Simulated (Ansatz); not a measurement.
# Lattice dynamics of SiGe (model cell, started as layered BN type)

Wanted: vibrations and spectra of SiGe (model cell, started as layered BN type); the cell is already relaxed. After the zone centre comes a 2×2×1 q mesh on a 12×12×8 k mesh.

Program: Ansatz 0.2.0. Level of theory: DFT PBEsol, scalar-relativistic, plane waves, PAW. Results are calculated unless marked as measured.

The structure was built from a prototype and need not be the compound's stable phase.

### Step 1. Starting point

It takes space group P6_3/mmc (No. 194, hexagonal). Conventional cell: a = 4.220 Å, b = 4.220 Å, c = 5.360 Å, α = 90.00°, β = 90.00°, γ = 120.00°. Nearest to Si lie 5 Ge at 2.44 to 2.68 Å. Nearest to Ge lie 5 Si at 2.44 to 2.68 Å. Farther neighbours are not listed.

Structure file:

```cif
data_structure
_symmetry_space_group_name_H-M 'P 1'
_symmetry_Int_Tables_number 1
_cell_length_a 4.2201
_cell_length_b 4.2201
_cell_length_c 5.3603
_cell_angle_alpha 90.000
_cell_angle_beta 90.000
_cell_angle_gamma 120.000
_cell_volume 82.67
loop_
_atom_site_label
_atom_site_type_symbol
_atom_site_fract_x
_atom_site_fract_y
_atom_site_fract_z
_atom_site_occupancy
Si1 Si 0.33333 0.66667 0.25000 1
Si2 Si 0.66667 0.33333 0.75000 1
Ge3 Ge 0.66667 0.33333 0.25000 1
Ge4 Ge 0.33333 0.66667 0.75000 1
```

### Step 2. Modes at Γ

The cell comes from relaxations at this level that are not shown. The zone centre comes first: it holds the modes that light can see, as far as symmetry allows. No field response is asked, since the mesh shows no gap.

Input file input.yaml:

```yaml
crystal:
  lattice:
    - [4.2200806046, -3.1855e-06, 0.0]
    - [-2.1100375436, 3.6546986023, 0.0]
    - [0.0, 0.0, 5.3603301693]
  atoms:
    - { symbol: Si, position: [0.3333333333, 0.6666666667, 0.25] }
    - { symbol: Si, position: [0.6666666667, 0.3333333333, 0.75] }
    - { symbol: Ge, position: [0.6666666667, 0.3333333333, 0.25] }
    - { symbol: Ge, position: [0.3333333333, 0.6666666667, 0.75] }
kpoints:
  mp_grid: { grid: [12, 12, 8] }
hamiltonian:
  xc: pbesol
scf:
  occupations: { method: methfessel_paxton, width: 0.15 }
output:
  eigenvalues: true
phonons:
  method: dfpt
```

On the command line:

```
> ansatz run input.yaml --threads 4 --pin off --max-ram 7168MiB --backend cpu --events-out ev --progress --plain --runs-dir out
```

Numbers of over 12 decimals in the logs are rounded to 6 here.

The program printed:

```text
Engine: ansatz 0.2.0, aarch64-unknown-linux-gnu
Pseudopotentials: kind: paw
Pseudopotential: Si, paw, valence charge 4, recommended cutoff 420 eV (normal), Si.paw.azcp
Pseudopotential: Ge, paw, valence charge 14, recommended cutoff 420 eV (normal), Ge.paw.azcp
Functional definition: PBEsol
  exchange = pbesol_x
  correlation = pbesol_c
Crystal: 4 atoms, lattice volume = 82.673 Å³
Basis set: ecut = 420 eV, 1595 PW (Γ), exchange–correlation on 60×60×72 points (8 copies of the dense FFT grid, shifted against one another)
Bands: 22, of which v1, the nominal top of the filled ones, is band 18 counted from 1 (17 counted from 0)
Symmetry: 24 space group operations
k-points: 320 of 1152 (irreducible under 2 space group operations, time reversal used)
Non-local potential: Si, projectors of the file, l = 0: 2, l = 1: 2, l = 2: 2
Non-local potential: Ge, projectors of the file, l = 0: 2, l = 1: 2, l = 2: 3, l = 3: 1
PAW form: soft (Blöchl's): semilocal exchange-correlation on the pseudo side does not see the compensation charge
PAW frozen core: Si, regenerated for the run's functional, and the local potential with it (the file was generated under x = pbe(κ = 0.804, μ = 0.219515), c = pbe(β = 0.066725))
PAW frozen core: Ge, regenerated for the run's functional, and the local potential with it (the file was generated under x = pbe(κ = 0.804, μ = 0.219515), c = pbe(β = 0.066725))
PAW one-centre angular grid: Si, 110 points (default); XC on 64 Gauss nodes
PAW one-centre angular grid: Ge, 590 points (default); XC on 64 Gauss nodes
Initial density: superposition of atomic densities (neutral atoms: chi_scale 0, normalization atom), corrected by the library's trained network
Initial wavefunctions: pseudopotential atomic-orbital guess
Functional: x = pbesol(κ = 0.804, μ = 0.123457), c = pbesol(β = 0.046)
SCF iter   1: F=—  HF=-9748.615926 eV  |F-HF|=—  |Δ(HF+E_count)|=         —  Δρ=4.20e-3  dr2=1.78e-2  ethr=1.77e-3  ⟨swp⟩=5.3  Hψ=31984  notcnv=0
preconditioner: auto → LDOS  [metal: Δε(μ)=0.005 eV  Ē_g=18.322 eV  σ=0.150 eV  W_gap=0.03  n_scr=22 (ndim 8)  ℏωp=24.5 eV  f_vac=0.020  D(μ)=1.60/eV (n_scr^D=8)  β→1.0]
SCF iter   2: F=—  HF=-9748.608681 eV  |F-HF|=—  |Δ(HF+E_count)|=   7.25e-3  S|Δr|=    0.00e0  Δρ=1.22e-3  dr2=4.76e-4  ethr=4.94e-5  ⟨swp⟩=2.0  Hψ=12213  notcnv=0
SCF iter   3: F=—  HF=-9748.608965 eV  |F-HF|=—  |Δ(HF+E_count)|=   2.84e-4  S|Δr|=    0.00e0  Δρ=4.26e-4  dr2=8.26e-5  ethr=1.32e-6  ⟨swp⟩=2.0  Hψ=12806  notcnv=0
SCF iter   4: F=—  HF=-9748.608893 eV  |F-HF|=—  |Δ(HF+E_count)|=   7.15e-5  S|Δr|=    0.00e0  Δρ=1.36e-4  dr2=1.36e-5  ethr=2.29e-7  ⟨swp⟩=2.0  Hψ=12808  notcnv=0
SCF iter   5: F=—  HF=-9748.608884 eV  |F-HF|=—  |Δ(HF+E_count)|=   9.12e-6  S|Δr|=    0.00e0  Δρ=5.33e-5  dr2=2.23e-6  ethr=3.77e-8  ⟨swp⟩=2.4  Hψ=11301  notcnv=0
SCF iter   6: F=—  HF=-9748.608883 eV  |F-HF|=—  |Δ(HF+E_count)|=   8.27e-7  S|Δr|=    0.00e0  Δρ=1.15e-5  dr2=8.88e-8  ethr=6.19e-9  ⟨swp⟩=2.0  Hψ=12804  notcnv=0
SCF iter   7: F=—  HF=-9748.608883 eV  |F-HF|=—  |Δ(HF+E_count)|=   6.78e-8  S|Δr|=    0.00e0  Δρ=1.08e-6  dr2=8.21e-10  ethr=2.47e-10  ⟨swp⟩=2.0  Hψ=12806  notcnv=0
SCF iter   8: F=-9748.608883 eV  HF=-9748.608883 eV  |F-HF|=3.64e-12  |Δ(HF+E_count)|=  5.13e-10  S|Δr|=    0.00e0  Δρ=7.39e-8  dr2=3.13e-12  ethr=1.00e-12  ⟨swp⟩=4.8  Hψ=38656  notcnv=0
SCF 1 converged in 8 iterations: F = -9748.608883 eV  dr2 = 3.13e-12
  greatest PAW one-centre occupation: 0.998 electrons in one spin orbital (limit 2), on the Ge atom at site 3 (counted from 0), in its partial waves of l = 2
DFPT response loops at Γ: preconditioner auto → Kerker (q_TF=auto, 2.375 Å⁻¹) (partly filled bands, converged f_vac=0.017); β = 1.00, the filter's whole step (`scf.mixing.beta` (0.50) is not read by the response loops under this deck's `scf.mixing.preconditioner`; to damp them name `kerker` or `kerker_dos`, under which they read `scf.mixing.beta`, and type it under 1.00, their step now; both keys bind the ground state too); Broyden in place of MSR1
SCF converged after 8 iterations
Stability not checked: this state was not tested for a lower state beside it, because cold or Methfessel-Paxton smearing, or corrected tetrahedra, fill the levels in a way that the test cannot read (fill_not_monotonic; see scf.lower_state_search)
Free energy (F): -9748.608883 eV
Harris-Foulkes:  -9748.608883 eV  (|F-HF|=3.64e-12)
Internal energy: -9748.607985 eV  (E = F + TS)
E sigma→0 (E₀):  -9748.608659 eV
Entropy (-TS):   -0.000898 eV (-0.225 meV/atom)
Fermi energy:    7.611085 eV
--- Per-component energies (eV) ---
  E_band       = -295.542508
  E_kinetic    = 302.020486
  E_local      = -5257.874838  (includes V_loc(G=0)·N_el)
  E_nonlocal   = 890.670222
  E_hartree    = 2310.126932
  E_xc         = -259.341026
  E_vxc        = -223.044737  (∫ρ·V_xc dr)
  E_paw        = -4953.559053  (= ΣΔE_a)
  E_vpaw       = -627.568074  (= ΣTr[D̂ρ^β])
  E_aug_tail   = 0.000641  (compensation charges beyond the density's cutoff)
  E_ewald      = -2782.550343
  E_core_change = 1.898994  (= ΣΔE_core)
  E_smearing   = -0.000898  (= −TS)
  E_closure    = -0.000000  (closes the sum)
  Σ components = -9748.608883   (vs F -9748.608883, Δ=0.00e0)
--- Band table (eV; the first three rows and the last of 320) ---
  k-point 0: bands = [... 14 lower, 4.8881, 4.8881, 7.6339, 7.6339, 8.5742, 9.0999, 9.0999, 9.2331]
  k-point 1: bands = [... 14 lower, 4.9568, 4.9568, 7.4510, 7.4510, 7.7225, 9.1713, 9.1713, 10.2197]
  k-point 2: bands = [... 14 lower, 5.1606, 5.1606, 6.7509, 7.0021, 7.0021, 9.3851, 9.3851, 10.7426]
  k-point 319: bands = [... 14 lower, 3.7810, 3.7810, 8.3592, 8.3592, 9.3080, 9.3080, 11.2133, 11.2133]
--- Phonons (Γ-DFPT): 4 representative perturbations + reference, on 320 of 1152 k-points (Σ response iterations 12) ---
  k mesh reduced under 2 symmetry operations, with k and −k counted as one. Each operation leaves every solved perturbation unchanged. A smaller set is not used because it would not reduce the number of displacements times k-points to solve
  ASR residual: 2.169e-5 → 0.000e0 eV/Å²; symmetrization residual: 1.002e-4 eV/Å²
  ASR residual per site (eV/Å²): 1.37e-5 1.37e-5 2.17e-5 2.17e-5
  Γ frequencies (cm⁻¹): 0.00 0.00 0.00 60.80 60.99 60.99 80.13 80.65 350.26 350.26 370.33 370.33
  non-analytic LO–TO correction: not included (Born effective charges unavailable; polar crystals: no LO–TO splitting at Γ)
```

It took 62 s on 4 threads of Arm Neoverse V2, shared host; peak memory 2.2 GiB.

The column dr2 measures how far the density is from self-consistency, as an energy; F and HF (Harris–Foulkes) agree once it is small.

This step gave:

* volume per atom: 20.67 Å³
* gap on the k-mesh: 0 eV
* sum-rule residual before enforcement: 2.17e-5 eV/Å²
* point group: 6/mmm
* highest optical mode at the zone centre (no LO-TO term): 370.3 cm⁻¹
* lowest optical zone-centre mode: 60.8 cm⁻¹

Patterns of degenerate modes are one choice out of their space. The modes at Γ (shares of kinetic energy by element, %):

| mode | frequency (cm⁻¹) | symmetry | Si % | Ge % |
| --- | --- | --- | --- | --- |
| 1 | 0.0 | acoustic | 28 | 72 |
| 2 | 0.0 | acoustic | 28 | 72 |
| 3 | 0.0 | acoustic | 28 | 72 |
| 4 | 60.8 | B1g | 12 | 88 |
| 5 | 61.0 | E2g | 27 | 73 |
| 6 | 61.0 | E2g | 27 | 73 |
| 7 | 80.1 | A2u | 72 | 28 |
| 8 | 80.7 | B1g | 88 | 12 |
| 9 | 350.3 | E1u | 72 | 28 |
| 10 | 350.3 | E1u | 72 | 28 |
| 11 | 370.3 | E2g | 73 | 27 |
| 12 | 370.3 | E2g | 73 | 27 |

Displacements in mode 4 (60.8 cm⁻¹), the largest set to 1:
```
Si1  0.00  0.00  0.59
Si2  0.00  0.00 -0.59
Ge3  0.00  0.00  1.00
Ge4  0.00  0.00 -1.00
```

Displacements in mode 6 (61.0 cm⁻¹), the largest set to 1:
```
Si1  0.97  0.49  0.00
Si2 -0.97 -0.49  0.00
Ge3  1.00  0.51  0.00
Ge4 -1.00 -0.51  0.00
```

Before it was imposed, the acoustic sum rule was missed by 2.2e-5 eV/Å². Small misses are needed for a sound result but don't prove that mesh and cutoff are converged. The lowest optical mode is real, 60.8 cm⁻¹.

### Step 3. The dispersion

The mesh has a single point along some directions, so zone-edge points there are not solved. Linear response on a 2×2×1 q mesh gives force constants as far as a supercell of that size would.

Changes to input.yaml since step 2:

```diff
@@ -20 +20,9 @@
   method: dfpt
+  qmesh: [2, 2, 1]
+  temperatures: { t_max: 1000, t_step: 50 }
+  qpath:
+    path:
+      - [[0.0, 0.0, 0.0], [0.5, 0.0, 0.0], [0.33333333, 0.33333333, 0.0], [0.0, 0.0, 0.0], [0.0, 0.0, 0.5], [0.5, 0.0, 0.5], [0.33333333, 0.33333333, 0.5], [0.0, 0.0, 0.5]]
+      - [[0.5, 0.0, 0.5], [0.5, 0.0, 0.0]]
+      - [[0.33333333, 0.33333333, 0.5], [0.33333333, 0.33333333, 0.0]]
+    npoints: 10
```

The program printed:

```text
[...]
Crystal: 4 atoms, lattice volume = 82.673 Å³
Basis set: ecut = 420 eV, 1595 PW (Γ), exchange–correlation on 60×60×72 points (8 copies of the dense FFT grid, shifted against one another)
Bands: 22, of which v1, the nominal top of the filled ones, is band 18 counted from 1 (17 counted from 0)
[... 1 set-up line as in the run before ...]
k-points: 95 of 1152
[...]
SCF iter   1: F=—  HF=-9748.615923 eV  |F-HF|=—  |Δ(HF+E_count)|=         —  Δρ=4.20e-3  dr2=1.78e-2  ethr=1.77e-3  ⟨swp⟩=5.3  Hψ=9487  notcnv=0
[...]
SCF iter   8: F=-9748.608883 eV  HF=-9748.608883 eV  |F-HF|=7.28e-12  |Δ(HF+E_count)|=  5.73e-10  S|Δr|=    0.00e0  Δρ=7.79e-8  dr2=3.36e-12  ethr=1.00e-12  ⟨swp⟩=4.7  Hψ=11532  notcnv=0
SCF 1 converged in 8 iterations: F = -9748.608883 eV  dr2 = 3.36e-12
[...]
phonons: the bands overlap, so this run is a metal and interpolates without the dipole-dipole term. If the crystal is really an insulator or semiconductor, its LO-TO splitting is missing
NSCF: frozen V_eff on 95 k-points
[...]
DFPT response loops at q = (0, 0, 0) (fractional): preconditioner auto → Kerker (q_TF=auto, 2.375 Å⁻¹) (partly filled bands, converged f_vac=0.017); β = 1.00, the filter's whole step (`scf.mixing.beta` (0.50) is not read by the response loops under this deck's `scf.mixing.preconditioner`; to damp them name `kerker` or `kerker_dos`, under which they read `scf.mixing.beta`, and type it under 1.00, their step now; both keys bind the ground state too); Broyden in place of MSR1
[...]
SCF converged after 8 iterations
[...]
Free energy (F): -9748.608883 eV
[...]
Internal energy: -9748.607985 eV  (E = F + TS)
E sigma→0 (E₀):  -9748.608659 eV
Entropy (-TS):   -0.000898 eV (-0.225 meV/atom)
Fermi energy:    7.611085 eV
[...]
--- Band table (eV; the first three rows and the last of 95) ---
  k-point 0: bands = [... 14 lower, 4.8881, 4.8881, 7.6339, 7.6339, 8.5742, 9.0999, 9.0999, 9.2331]
  k-point 1: bands = [... 14 lower, 4.9568, 4.9568, 7.4510, 7.4510, 7.7225, 9.1713, 9.1713, 10.2197]
  k-point 2: bands = [... 14 lower, 5.1606, 5.1606, 6.7509, 7.0021, 7.0021, 9.3851, 9.3851, 10.7426]
  k-point 94: bands = [... 14 lower, 3.3724, 3.3724, 8.9992, 8.9992, 9.1722, 9.1722, 11.8920, 11.8920]
--- Phonons (Γ-DFPT): 4 representative perturbations + reference (Σ response iterations 12) ---
  ASR residual: 4.045e-5 → 0.000e0 eV/Å²; symmetrization residual: 3.175e-6 eV/Å²
  ASR residual per site (eV/Å²): 1.30e-5 1.30e-5 4.05e-5 4.05e-5
[...]
--- Phonons (arbitrary-q DFPT): 2 irreducible q on the 2×2×1 mesh ---
  q = [0.0000, 0.0000, 0.0000] (star 1, of the zone-centre solve; hermiticity 6.47e-7, symmetrization 5.27e-8): -0.00 0.00 0.00 60.80 60.99 60.99 80.13 80.65 350.25 350.25 370.33 370.33
  q = [0.0000, -0.5000, 0.0000] (star 3, 6 solved perturbations in 1910 linear systems a pass and spin channel, the states on 370 of 1152 k-point pairs; hermiticity 9.23e-7, symmetrization 3.21e-7): 40.07 61.48 64.97 76.76 95.12 96.74 171.91 183.28 274.21 294.56 324.23 343.02
  sum rule: each row above includes the acoustic sum rule's correction from the zone centre's row sums; it moved no ω² by more than (0.39 cm⁻¹)²
  mesh force constants: q→R imaginary residual 1.97e-17; ASR residual 4.045e-5 → 0.000e0 eV/Å²; symmetrization residual 8.882e-15 eV/Å²
  interpolated dispersion: 93 rows × 12 modes
  density of states and harmonic sums: on the 18×18×12 q-mesh, interpolated from the force constants of a 2×2×1 supercell (no non-analytic term)
  largest difference from the sums on the solved wave vectors: F 1.66e-1 eV, S 2.31e-4 and C_V 6.46e-5 eV/K
  zero-point energy: 0.124085 eV/cell   skipped modes (ω ≤ 0): 3   left out of the sums: 6.43e-5 of the cell's modes: C_V's classical limit lies that fraction below 3 k_B per atom; for a crystal, a wire or a layer, F and S can be off by more, and a phonons.interpolated_qmesh denser along its periods is the remedy for the sampling
```

Run time: 2.1 min. Hardware: 4 threads; peak memory 1.8 GiB.

This step gave:

```yaml
sum_rule_residual_before_enforcement: 4.05e-5 eV/Å²
lowest_mode_on_the_q_mesh_acoustic_modes_at_gamma_apart: 40.07 cm⁻¹
highest_frequency_at_a_solved_wavevector_no_lo_to_term_at_gamma: 370.3 cm⁻¹
```

Frequencies (cm⁻¹) solved at each irreducible wavevector; negative means imaginary. Frequencies by wavevector, by row:

| q in reciprocal lattice units | star | mode 1 | mode 2 | mode 3 | mode 4 | mode 10 | mode 11 | mode 12 |
| --- | --- | --- | --- | --- | --- | --- | --- | --- |
| 0 0 0 | 1 | 0 | 0 | 0 | 60.8 | 350.2 | 370.3 | 370.3 |
| 0 -0.5 0 | 3 | 40.1 | 61.5 | 65 | 76.8 | 294.6 | 324.2 | 343 |

Symmetry leaves 2 wavevectors to solve. The lowest mode among them, the acoustic zeros apart, lies at q = (0, -0.5, 0) and is real, 40.1 cm⁻¹.

### Step 4. Another isotope, element Ge, natural mass 72.63 amu

An isotope changes the mass and not the force constants, so no new electronic calculation is needed; the shifts show which modes move this element.

The same force constants with the mass of Ge changed from 72.630 to 75.921 u (phonopy, no LO-TO term). Both lists are sorted by frequency; levels can cross, so a row need not hold one and the same mode. Modes under 3 cm⁻¹ are left out. Isotope shifts, by row:

| q | rank | natural mass (cm⁻¹) | changed mass (cm⁻¹) |
| --- | --- | --- | --- |
| 0 0 0 | 4 | 60.8 | 59.61 |
| 0 0 0 | 5 | 60.99 | 60 |
| 0 0 0 | 6 | 60.99 | 60 |
| 0 0 0 | 7 | 80.13 | 79.64 |
| 0 0 0 | 8 | 80.65 | 80.45 |
| 0 0 0 | 9 | 350.2 | 348.1 |
| 0 0 0 | 10 | 350.2 | 348.1 |
| 0 0 0 | 11 | 370.3 | 368.2 |
| 0 0 0 | 12 | 370.3 | 368.2 |
| 0 -0.5 0 | 1 | 40.07 | 39.42 |
| 0 -0.5 0 | 2 | 61.48 | 60.18 |
| 0 -0.5 0 | 3 | 64.97 | 63.56 |
| 0 -0.5 0 | 4 | 76.76 | 75.5 |
| 0 -0.5 0 | 5 | 95.12 | 95.09 |
| 0 -0.5 0 | 6 | 96.74 | 96.67 |
| 0 -0.5 0 | 7 | 171.9 | 168.2 |
| 0 -0.5 0 | 8 | 183.3 | 179.3 |
| 0 -0.5 0 | 9 | 274.2 | 274.2 |
| 0 -0.5 0 | 10 | 294.6 | 294.4 |
| 0 -0.5 0 | 11 | 324.2 | 322.3 |
| 0 -0.5 0 | 12 | 343 | 341.1 |

A mode of this element alone would shift by -2.19 %. The highest zone-centre frequency without the field goes from 370.3 to 368.2 cm⁻¹ (-0.6 %). The product of the frequency ratios over all optical modes at Γ is 0.919; the product rule, (m/m′)^(3k/2) (M′/M)^(3/2) with k = 2 such atoms and M the mass of the cell, gives 0.919.

### Step 5. Another isotope, element Si, natural mass 28.085 amu

The same for Si, from 28.09 to 29.97 u.

A mode of this element alone would shift by -3.20 %. The highest zone-centre frequency without the field goes from 370.3 to 361.7 cm⁻¹ (-2.3 %). The product of the frequency ratios over all optical modes at Γ is 0.846; the product rule, (m/m′)^(3k/2) (M′/M)^(3/2) with k = 2 such atoms and M the mass of the cell, gives 0.846.

### Step 6. Summary of results

* space group (within 0.01 Å): P6_3/mmc
* volume per atom: 20.7 Å³
* electronic character: no gap on this mesh
* highest optical mode at the zone centre (no LO-TO term): 370 cm⁻¹
* lowest optical zone-centre mode: 60.8 cm⁻¹
* lowest mode on the q mesh (acoustic modes at Γ apart): 40.1 cm⁻¹
* imaginary modes on the 2×2×1 q mesh: none

The structure is a minimum as far as tested: no mode is imaginary at the 2 irreducible wavevectors of the 2×2×1 mesh, and the softest away from the acoustic zeros lies at 40 cm⁻¹. The optical modes at Γ span 61 to 370 cm⁻¹. The highest mode in this list at Γ, 370.3 cm⁻¹, is mostly motion of Si (73 % of the kinetic energy). The q mesh is too sparse to interpolate, so only the solved wavevectors are given. With no gap, or one that is small against the smearing, the frequencies hang on the k mesh and the smearing, most of all near Kohn anomalies. The starting cell was built on a prototype and not taken from a measurement, so the phase need not exist. These are harmonic frequencies at zero temperature: anharmonic shifts, linewidths and thermal expansion are left out.

[Logs are printed without paths, hosts, clocks, repeated set-up lines and the standing remarks that a program may print on its own settings, such as how far it seeks lower states.]

[Hosts, paths, dates, database ids (printed as entryN), source tags and the programs' standing remarks are cut or masked in the printed files.]
